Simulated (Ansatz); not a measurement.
## One crystal, many levels of theory: Bi2S2O (P4/nmm)

Aim: the gap of Bi2S2O (P4/nmm) at several levels of theory on one structure, with the time that each takes.

Method: density functionals, hybrids and G0W0, plane waves, PAW, in Ansatz 0.2.0.

## 1. The structure

The structure is tetragonal, space group P4/nmm (No. 129). Conventional cell: a = 3.954 Å, b = 3.954 Å, c = 14.051 Å, α = 90.00°, β = 90.00°, γ = 90.00°. Nearest to Bi lie 5 S at 2.52 to 2.82 Å. Nearest to Bi lie 4 O at 2.34 Å and 4 S at 3.12 Å. S has 4 Bi at 2.82 Å nearest. S has 5 Bi at 2.52 to 3.12 Å nearest. O has 4 Bi at 2.34 Å nearest. Farther neighbours and most contacts between anions are not listed.

The cell and positions are those that the Materials Project relaxed with its own functionals (PBE, PBE+U or r2SCAN), kept fixed. Spin-orbit coupling is left out unless a step names it. The default PAW set here is soft_2. Its files were made with PBE.

## 2. LDA on the 6×6×2 mesh

This step: DFT, LDA, plane waves, PAW.

input.yaml reads:

```yaml
crystal:
  lattice:
    - [3.95410139, 0.0, 0.0]
    - [0.0, 3.95410139, 0.0]
    - [0.0, 0.0, 14.05057958]
  atoms:
    - { symbol: Bi, position: [0.0, 0.5, 0.86649583] }
    - { symbol: Bi, position: [0.5, 0.0, 0.13350417] }
    - { symbol: Bi, position: [0.5, 0.0, 0.58909314] }
    - { symbol: Bi, position: [0.0, 0.5, 0.41090686] }
    - { symbol: S, position: [0.5, 0.0, 0.89431341] }
    - { symbol: S, position: [0.0, 0.5, 0.10568659] }
    - { symbol: S, position: [0.0, 0.5, 0.68748752] }
    - { symbol: S, position: [0.5, 0.0, 0.31251248] }
    - { symbol: O, position: [0.0, 0.0, 0.5] }
    - { symbol: O, position: [0.5, 0.5, 0.5] }
kpoints:
  mp_grid: { grid: [6, 6, 2] }
  band_path:
    path:
      - [0.0, 0.0, 0.0]
      - [0.0, 0.5, 0.0]
      - [0.5, 0.5, 0.0]
      - [0.0, 0.0, 0.5]
      - [0.0, 0.5, 0.5]
      - [0.5, 0.5, 0.5]
    npoints: 1
hamiltonian:
  xc: lda
scf:
  occupations: { method: fixed }
  n_extra_bands: 7
output:
  eigenvalues: true
```

The run is started by

```sh
ansatz run input.yaml --threads 3 --pin off --max-ram 92160MiB --backend cuda --events-out ev --progress --plain --runs-dir out --devices 1 --max-vram 13GiB
```

Numbers of over 12 decimals in the logs are rounded to 6 here.

Log:

```text
scf.n_extra_bands = 7 over 48 filled bands (N_el = 96.0): the run solves 55 bands
GPUs: using 1 of 1 available (devices: 1).
Engine: ansatz 0.2.0, x86_64-unknown-linux-gnu
Pseudopotentials: kind: paw
Pseudopotential: Bi, paw, valence charge 15, recommended cutoff 420 eV (normal), Bi.paw.azcp
Pseudopotential: S, paw, valence charge 6, recommended cutoff 420 eV (normal), S.paw.azcp
Pseudopotential: O, paw, valence charge 6, recommended cutoff 420 eV (normal), O.paw.azcp
Functional definition: SPW92
  exchange = slater_x
  correlation = pw_c
device memory: the entry about to start is reckoned to put 3.3 GiB on a device that reports 52.0 GiB free (of which the cap on the GPU budget leaves the run 13.0 GiB)
GPU FFT provider: cuFFT
GPU libraries: cuBLAS 13.8.2, cuFFT 12.4.0, cuSOLVER 12.3.4
Crystal: 10 atoms, lattice volume = 219.680 Å³
Basis set: ecut = 420 eV, 4319 PW (Γ)
Bands: 55, of which v1, the nominal top of the filled ones, is band 48 counted from 1 (47 counted from 0)
Symmetry: 16 space group operations
Space group: P4/nmm (ITA 129), of the structure as read, at distance tolerance 6.0e-5 Å
k-points: 20 of 72
Non-local potential: Bi, projectors of the file, l = 0: 2, l = 1: 2, l = 2: 2, l = 3: 2
Non-local potential: S, projectors of the file, l = 0: 2, l = 1: 2, l = 2: 2
Non-local potential: O, projectors of the file, l = 0: 2, l = 1: 2, l = 2: 1
PAW form: soft (Blöchl's): semilocal exchange-correlation on the pseudo side does not see the compensation charge
PAW frozen core: Bi, regenerated for the run's functional, and the local potential with it (the file was generated under x = pbe(κ = 0.804, μ = 0.219515), c = pbe(β = 0.066725))
PAW frozen core: S, regenerated for the run's functional, and the local potential with it (the file was generated under x = pbe(κ = 0.804, μ = 0.219515), c = pbe(β = 0.066725))
PAW frozen core: O, regenerated for the run's functional, and the local potential with it (the file was generated under x = pbe(κ = 0.804, μ = 0.219515), c = pbe(β = 0.066725))
PAW one-centre angular grid: Bi, 590 points (default); XC on 64 Gauss nodes
PAW one-centre angular grid: S, 110 points (default); XC on 64 Gauss nodes
PAW one-centre angular grid: O, 110 points (default); XC on 64 Gauss nodes
Initial density: superposition of atomic densities (neutral atoms: chi_scale 0, normalization atom), corrected by the library's trained network
Initial wavefunctions: pseudopotential atomic-orbital guess
GPU buffer pool allocated for 69984 grid points (all kernels)
GPU transforms: local potential and band sums: pruned to the plane-wave sphere, on 27×27×96
Functional: x = slater, c = lda
SCF iter   1: F=—  HF=-52934.023705 eV  |F-HF|=—  |Δ(HF+E_count)|=         —  Δρ=1.05e-2  dr2=3.89e-1  ethr=1.77e-3  ⟨swp⟩=4.2  Hψ=4108  notcnv=0  defer=83
preconditioner: auto → Resta (q_TF=auto, 2.377 Å⁻¹)  ε∞=3.4  [insulator: Δε(μ)=0.887 eV  Ē_g=15.855 eV  n_scr=50 (ndim 8)  ℏωp=24.5 eV  f_vac=0.004  ε∞_Penn≈3.4]
SCF iter   2: F=—  HF=-52933.975945 eV  |F-HF|=—  |Δ(HF+E_count)|=   4.78e-2  Δρ=6.01e-3  dr2=1.88e-1  ethr=4.06e-4  ⟨swp⟩=2.1  Hψ=1880  notcnv=0  defer=100
SCF iter   3: F=—  HF=-52933.953513 eV  |F-HF|=—  |Δ(HF+E_count)|=   2.24e-2  Δρ=2.25e-3  dr2=9.93e-3  ethr=1.96e-4  ⟨swp⟩=2.1  Hψ=1475  notcnv=0  defer=99
SCF iter   4: F=—  HF=-52933.951143 eV  |F-HF|=—  |Δ(HF+E_count)|=   2.37e-3  Δρ=7.08e-4  dr2=1.09e-3  ethr=1.03e-5  ⟨swp⟩=2.0  Hψ=1530  notcnv=0  defer=100
SCF iter   5: F=—  HF=-52933.950981 eV  |F-HF|=—  |Δ(HF+E_count)|=   1.62e-4  Δρ=2.80e-4  dr2=2.30e-4  ethr=1.14e-6  ⟨swp⟩=2.0  Hψ=1368  notcnv=0  defer=91
SCF iter   6: F=—  HF=-52933.950919 eV  |F-HF|=—  |Δ(HF+E_count)|=   6.22e-5  Δρ=7.24e-5  dr2=9.42e-6  ethr=2.40e-7  ⟨swp⟩=2.0  Hψ=1583  notcnv=0  defer=39
SCF iter   7: F=—  HF=-52933.951263 eV  |F-HF|=—  |Δ(HF+E_count)|=   3.44e-4  Δρ=1.84e-5  dr2=7.77e-7  ethr=9.82e-9  ⟨swp⟩=2.4  Hψ=1603  notcnv=0  defer=24
SCF iter   8: F=-52933.951263 eV  HF=-52933.951263 eV  |F-HF|=3.58e-8  |Δ(HF+E_count)|=   2.18e-7  Δρ=4.41e-6  dr2=6.50e-8  ethr=1.04e-10  ⟨swp⟩=9.8  Hψ=3964  notcnv=0
SCF 1 converged in 8 iterations: F = -52933.951263 eV  dr2 = 6.50e-8
[...]
device memory: the entry about to start is reckoned to put 3.1 GiB on a device that reports 51.9 GiB free (of which the cap on the GPU budget leaves the run 13.0 GiB)
NSCF: frozen V_eff on 6 k-points
SCF converged after 8 iterations
Free energy (F): -52933.951263 eV
Harris-Foulkes:  -52933.951263 eV  (|F-HF|=3.58e-8)
Internal energy: -52933.951263 eV  (E = F + TS)
E sigma→0 (E₀):  -52933.951263 eV
Fermi energy:    8.230795 eV
--- Per-component energies (eV) ---
  E_band       = -443.722615
  E_kinetic    = 1979.693755
  E_local      = -8874.238880  (includes V_loc(G=0)·N_el)
  E_nonlocal   = 2485.907533
  E_hartree    = 3167.631390
  E_xc         = -1133.770739
  E_vxc        = -1117.645818  (∫ρ·V_xc dr)
  E_paw        = -43979.784009  (= ΣΔE_a)
  E_vpaw       = -1252.714743  (= ΣTr[D̂ρ^β])
  E_aug_tail   = 0.002863  (compensation charges beyond the density's cutoff)
  E_ewald      = -6580.180271
  E_core_change = 0.787094  (= ΣΔE_core)
  E_smearing   = -0.000000  (= −TS)
  E_closure    = -0.000000  (closes the sum)
  Σ components = -52933.951263   (vs F -52933.951263, Δ=0.00e0)
--- Band table (eV; the first three rows and the last of 20) ---
  k-point 0: bands = [... 44 lower, 7.2661, 7.3322, 7.4957, 7.4957, 9.5745, 10.2921, 12.0289, 12.1905, ... 3 higher]
  k-point 1: bands = [... 44 lower, 7.1331, 7.3627, 7.5142, 7.5142, 9.6823, 10.4140, 11.9630, 12.2707, ... 3 higher]
  k-point 2: bands = [... 44 lower, 7.2382, 7.3443, 7.5410, 7.5521, 10.4798, 10.7697, 11.4697, 11.6768, ... 3 higher]
  k-point 19: bands = [... 44 lower, 6.7456, 6.7456, 7.2198, 7.2198, 11.2373, 11.2373, 11.8703, 11.8703, ... 3 higher]
```

It took 3.2 s on 1 × NVIDIA H100 80GB HBM3 (shared by 6 runs) with 3 threads of AMD EPYC 7R13 (Zen 3), shared host; peak memory 0.94 GiB.

Reading the cycles: dr2 is the Hartree energy of the density residual (eV), the measure of convergence; HF is the Harris–Foulkes estimate of the energy, which meets the free energy F at convergence.

This step gave:

- gap: 0.9161 eV
- valence top at: X
- conduction bottom at: X
- least direct gap: 0.9161 eV

Over mesh and listed points the gap is 0.916 eV, direct, at k = (0.000, 0.500, 0.000).

## 3. r2SCAN on the 6×6×2 mesh

Levels along a band path and on the mesh show where this functional puts the band edges.

This step: DFT, r2SCAN, plane waves, PAW.

input.yaml, as its differences from that of step 2:

```diff
@@ -20,13 +20,10 @@
     path:
-      - [0.0, 0.0, 0.0]
-      - [0.0, 0.5, 0.0]
-      - [0.5, 0.5, 0.0]
-      - [0.0, 0.0, 0.5]
-      - [0.0, 0.5, 0.5]
-      - [0.5, 0.5, 0.5]
-    npoints: 1
+      - [[0.0, 0.0, 0.0], [0.0, 0.5, 0.0], [0.5, 0.5, 0.0], [0.0, 0.0, 0.0], [0.0, 0.0, 0.5], [0.0, 0.5, 0.5], [0.5, 0.5, 0.5], [0.0, 0.0, 0.5]]
+      - [[0.0, 0.5, 0.0], [0.0, 0.5, 0.5]]
+      - [[0.5, 0.5, 0.0], [0.5, 0.5, 0.5]]
+    npoints: 10
 hamiltonian:
-  xc: lda
+  xc: r2scan
 scf:
-  occupations: { method: fixed }
+  occupations: { method: fermi_dirac, width: 0.02 }
   n_extra_bands: 7
@@ -34 +31,5 @@
   eigenvalues: true
+  write_density: true
+  write_potential: true
+  elf: true
+  volumetric_format: npy
```

Log:

```text
[...]
GPUs: using 1 of 1 available (devices: 1).
[...]
GPU FFT provider: cuFFT
GPU libraries: cuBLAS 13.8.2, cuFFT 12.4.0, cuSOLVER 12.3.4
Crystal: 10 atoms, lattice volume = 219.680 Å³
Basis set: ecut = 500 eV, 5587 PW (Γ), exchange–correlation on 120×120×432 points (64 copies of the dense FFT grid, shifted against one another)
Bands: 55, of which v1, the nominal top of the filled ones, is band 48 counted from 1 (47 counted from 0)
Symmetry: 16 space group operations
[...]
k-points: 20 of 72
[...]
GPU buffer pool allocated for 97200 grid points (all kernels)
[...]
SCF iter   1: F=—  HF=-54406.787572 eV  |F-HF|=—  |Δ(HF+E_count)|=         —  Δρ=6.10e-3  dr2=9.11e-2  dr2_τ=1.33e-1  ethr=1.77e-3  ⟨swp⟩=6.7  Hψ=4401  notcnv=0
[...]
SCF iter   8: F=-54406.881222 eV  HF=-54406.881222 eV  |F-HF|=1.13e-9  |Δ(HF+E_count)|=   2.81e-7  Δρ=2.54e-6  dr2=2.48e-8  dr2_τ=7.23e-10  ethr=1.04e-10  ⟨swp⟩=8.2  Hψ=3630  notcnv=0
SCF 1 converged in 8 iterations: F = -54406.881222 eV  dr2 = 2.48e-8
[...]
NSCF: frozen V_eff on 93 k-points
SCF converged after 8 iterations
Free energy (F): -54406.881222 eV
[...]
Internal energy: -54406.881222 eV  (E = F + TS)
E sigma→0 (E₀):  -54406.881222 eV
Fermi energy:    9.020412 eV
[...]
--- Band table (eV; the first three rows and the last of 20) ---
  k-point 0: bands = [... 44 lower, 7.2772, 7.3778, 7.5252, 7.5252, 10.1767, 10.9637, 12.5717, 12.8006, ... 3 higher]
  k-point 1: bands = [... 44 lower, 7.1998, 7.3525, 7.5425, 7.5425, 10.2684, 11.0780, 12.5499, 12.8977, ... 3 higher]
  k-point 2: bands = [... 44 lower, 7.2865, 7.4109, 7.5804, 7.6056, 11.0492, 11.4175, 12.0191, 12.1969, ... 3 higher]
  k-point 19: bands = [... 44 lower, 6.7679, 6.7679, 7.2156, 7.2156, 11.8174, 11.8174, 12.4854, 12.4854, ... 3 higher]
```

Elapsed: 14 s, on 1 × NVIDIA H100 80GB HBM3 (shared by 6 runs) with 3 threads; peak memory 1.3 GiB; 12 s of CPU time.

This step gave:

| Property | Result |
| --- | --- |
| filled bands | 48 |
| gap | 1.191 eV |
| valence top at | X |
| conduction bottom at | X |
| least direct gap | 1.191 eV |

Over mesh and path the gap is 1.191 eV, direct, at k = (0.000, 0.500, 0.000). r2SCAN against LDA: 1.191 − 0.916 = +0.275 eV. The runs also differ in plane-wave cutoff (420 eV and 500 eV), so how much of this comes from the functional alone is not known.

## 4. r2SCAN+SOC on the 6×6×2 mesh

This run has two-component orbitals with spin-orbit coupling.

This step: DFT, r2SCAN with spin-orbit coupling, plane waves, PAW.

input.yaml, the sections that differ from step 3:

```yaml
kpoints:
  mp_grid: { grid: [6, 6, 2] }
  band_path:
    path:
      - [0.0, 0.0, 0.0]
      - [0.0, 0.5, 0.0]
      - [0.5, 0.5, 0.0]
      - [0.0, 0.0, 0.5]
      - [0.0, 0.5, 0.5]
      - [0.5, 0.5, 0.5]
    npoints: 1
scf:
  occupations: { method: fermi_dirac, width: 0.02 }
  n_extra_bands: 14
magnetization:
  noncollinear: true
  spin_orbit: true
output:
  eigenvalues: true
# crystal, hamiltonian: as in step 3
```

Log:

```text
[...]
GPUs: using 1 of 1 available (devices: 1).
[...]
non-collinear run that drives no moment, with spin-orbit: no starting moment large enough to seed its density (crystal.atoms[].spin), no starting occupations that ask for one, no magnetisation constraint and no magnetic field, so the semilocal B_xc is pinned to zero
[...]
GPU FFT provider: cuFFT
[...]
k-point 0: bands = [... 92 lower, 7.3644, 7.3644, 7.4597, 7.4597, 9.7827, 9.7827, 10.3576, 10.3576, ... 10 higher]
  k-point 1: bands = [... 92 lower, 7.3964, 7.3964, 7.4779, 7.4779, 9.8534, 9.8534, 10.4199, 10.4199, ... 10 higher]
  k-point 2: bands = [... 92 lower, 7.4532, 7.4532, 7.5306, 7.5306, 10.5253, 10.5253, 10.7381, 10.7381, ... 10 higher]
  k-point 19: bands = [... 92 lower, 7.1900, 7.1900, 7.1900, 7.1900, 11.3354, 11.3354, 11.3354, 11.3354, ... 10 higher]
[key lines of the parts left out:]
SCF converged after 10 iterations
Magnetization: |M| = 0.0000 μB,  M = (+0.0000, +0.0000, +0.0000) μB
Free energy (F): -54269.493038 eV
Fermi energy:    8.730506 eV
```

The job ended after 13 s (1 × NVIDIA H100 80GB HBM3 (shared by 6 runs) with 3 threads; peak memory 1.4 GiB).

Numbers from this step:

* gap: 0.6350 eV
* valence top at: R
* conduction bottom at: X
* least direct gap: 0.6356 eV

Over mesh and listed points the gap is 0.635 eV, from k = (0.000, 0.500, 0.500) to k = (0.000, 0.500, 0.000), and equal within 1 meV to the least direct gap at k = (0.000, 0.500, 0.000). r2SCAN+SOC against r2SCAN: 0.635 − 1.191 = −0.556 eV. Mesh, set of files and cutoff are the same, but the valence top lies at another k point, so this need not be the shift of one pair of states. The spin-orbit run sees mesh and listed points alone, so its gap is an upper bound: the coupling can move an edge off these points, and the change over the zone, its sign included where it is small, is not known.

## 5. HSE06 on the 4×4×2 mesh

HSE06 mixes in a quarter of exact exchange at short range.

This step: DFT, HSE06, plane waves, PAW.

input.yaml, as its differences from that of step 4:

```diff
@@ -17,3 +17,3 @@
 kpoints:
-  mp_grid: { grid: [6, 6, 2] }
+  mp_grid: { grid: [4, 4, 2] }
   band_path:
@@ -28,9 +28,6 @@
 hamiltonian:
-  xc: r2scan
+  xc: hse06
 scf:
-  occupations: { method: fermi_dirac, width: 0.02 }
-  n_extra_bands: 14
-magnetization:
-  noncollinear: true
-  spin_orbit: true
+  occupations: { method: fixed }
+  n_extra_bands: 7
 output:
```

Log:

```text
[...]
GPUs: using 1 of 1 available (devices: 1).
[...]
davidson cushion auto → on  (no smearing: the cushion is to keep the highest requested band from converging to the state above it; pin scf.eigensolver.cushion to override)
[...]
GPU FFT provider: cuFFT
GPU libraries: cuBLAS 13.8.2, cuFFT 12.4.0, cuSOLVER 12.3.4
Crystal: 10 atoms, lattice volume = 219.680 Å³
Basis set: ecut = 420 eV, 4319 PW (Γ)
[...]
Fermi energy:    8.232623 eV
[...]
--- Band table (eV; the first three rows and the last of 12) ---
  k-point 0: bands = [... 44 lower, 6.8592, 7.0575, 7.1036, 7.1036, 10.2817, 11.0704, 12.8211, 13.0181, ... 3 higher]
  k-point 1: bands = [... 44 lower, 6.8362, 6.9437, 7.1257, 7.1257, 10.3836, 11.2013, 12.7639, 13.0665, ... 3 higher]
  k-point 2: bands = [... 44 lower, 6.9830, 7.1664, 7.2219, 7.3186, 11.3463, 11.6355, 11.6389, 11.9073, ... 3 higher]
  k-point 11: bands = [... 44 lower, 6.2426, 6.2426, 6.8213, 6.8213, 11.9466, 11.9466, 12.6756, 12.6756, ... 3 higher]
[key lines of the parts left out:]
Free energy (F): -54346.818062 eV
```

Wall time 34 s (1 × NVIDIA H100 80GB HBM3 (shared by 6 runs) with 3 threads); peak memory 1.6 GiB; 49 s of CPU time.

Numbers from this step:

```
gap                     : 1.387 eV
valence top at          : X
conduction bottom at    : X
least direct gap        : 1.387 eV
exact-exchange fraction : 0.25
```

Over mesh and listed points the gap is 1.387 eV, direct, at k = (0.000, 0.500, 0.000). HSE06 against LDA: 1.387 − 0.916 = +0.471 eV. The runs also differ in mesh (6×6×2 and 4×4×2), so how much of this comes from the functional alone is not known.

## 6. PBE0 on the 4×4×2 mesh

PBE0 mixes in a quarter of exact exchange at all distances.

This step: DFT, PBE0, plane waves, PAW.

input.yaml, as its differences from that of step 5:

```diff
@@ -28,3 +28,3 @@
 hamiltonian:
-  xc: hse06
+  xc: pbe0
 scf:
@@ -34 +34,5 @@
   eigenvalues: true
+  write_density: true
+  write_potential: true
+  elf: true
+  volumetric_format: npy
```

Log:

```text
[...]
GPUs: using 1 of 1 available (devices: 1).
[...]
GPU FFT provider: cuFFT
GPU libraries: cuBLAS 13.8.2, cuFFT 12.4.0, cuSOLVER 12.3.4
Crystal: 10 atoms, lattice volume = 219.680 Å³
Basis set: ecut = 420 eV, 4319 PW (Γ)
Bands: 55, of which v1, the nominal top of the filled ones, is band 48 counted from 1 (47 counted from 0)
Symmetry: 16 space group operations
[...]
k-points: 12 of 32
[...]
Fermi energy:    7.918960 eV
[...]
--- Band table (eV; the first three rows and the last of 12) ---
  k-point 0: bands = [... 44 lower, 6.4863, 6.7127, 6.7353, 6.7353, 10.6045, 11.4007, 13.1850, 13.3847, ... 3 higher]
  k-point 1: bands = [... 44 lower, 6.4825, 6.5751, 6.7578, 6.7578, 10.7105, 11.5343, 13.1242, 13.4057, ... 3 higher]
  k-point 2: bands = [... 44 lower, 6.6181, 6.8168, 6.8593, 6.9635, 11.6718, 11.9726, 11.9763, 12.2514, ... 3 higher]
  k-point 11: bands = [... 44 lower, 5.8577, 5.8577, 6.4613, 6.4613, 12.2957, 12.2957, 13.0275, 13.0275, ... 3 higher]
[key lines of the parts left out:]
Free energy (F): -54335.354686 eV
```

Elapsed: 34 s, on 1 × NVIDIA H100 80GB HBM3 (shared by 6 runs) with 3 threads; peak memory 1.6 GiB.

This step gave:

```
gap                     : 2.002 eV
valence top at          : X
conduction bottom at    : X
least direct gap        : 2.002 eV
exact-exchange fraction : 0.25
```

Over mesh and listed points the gap is 2.002 eV, direct, at k = (0.000, 0.500, 0.000). PBE0 against HSE06: 2.002 − 1.387 = +0.615 eV, with the same mesh, files and cutoff, and both edges at the same k points.

[end of part 1 of 2]

[Paths, hosts, dates, memory and timing lines, banners, echoed tables and standing remarks are left out of the program output.]

[Logs are printed without paths, hosts, clocks, repeated set-up lines and the standing remarks that a program may print on its own settings, such as how far it seeks lower states.]

[Runs of the session that timed out or met a known fault of the program may be left out.]

[Cells called generated may have been cut or substituted from an entry of the Crystallography Open Database or the Materials Project.]

[Hosts, paths, dates, database ids (printed as entryN), source tags and the programs' standing remarks are cut or masked in the printed files.]

[Where an RPA ε∞ is given, it is that of the G0W0 mesh and is not shown converged in it. Names of k-points follow the symmetry that the program found, which can be lower than the space group named. Band edges on a path are those of the sampled points; other points can move an edge, and change direct to indirect where valleys lie close.]

[Hybrid gaps are those of their k-mesh and are not shown converged in it.]
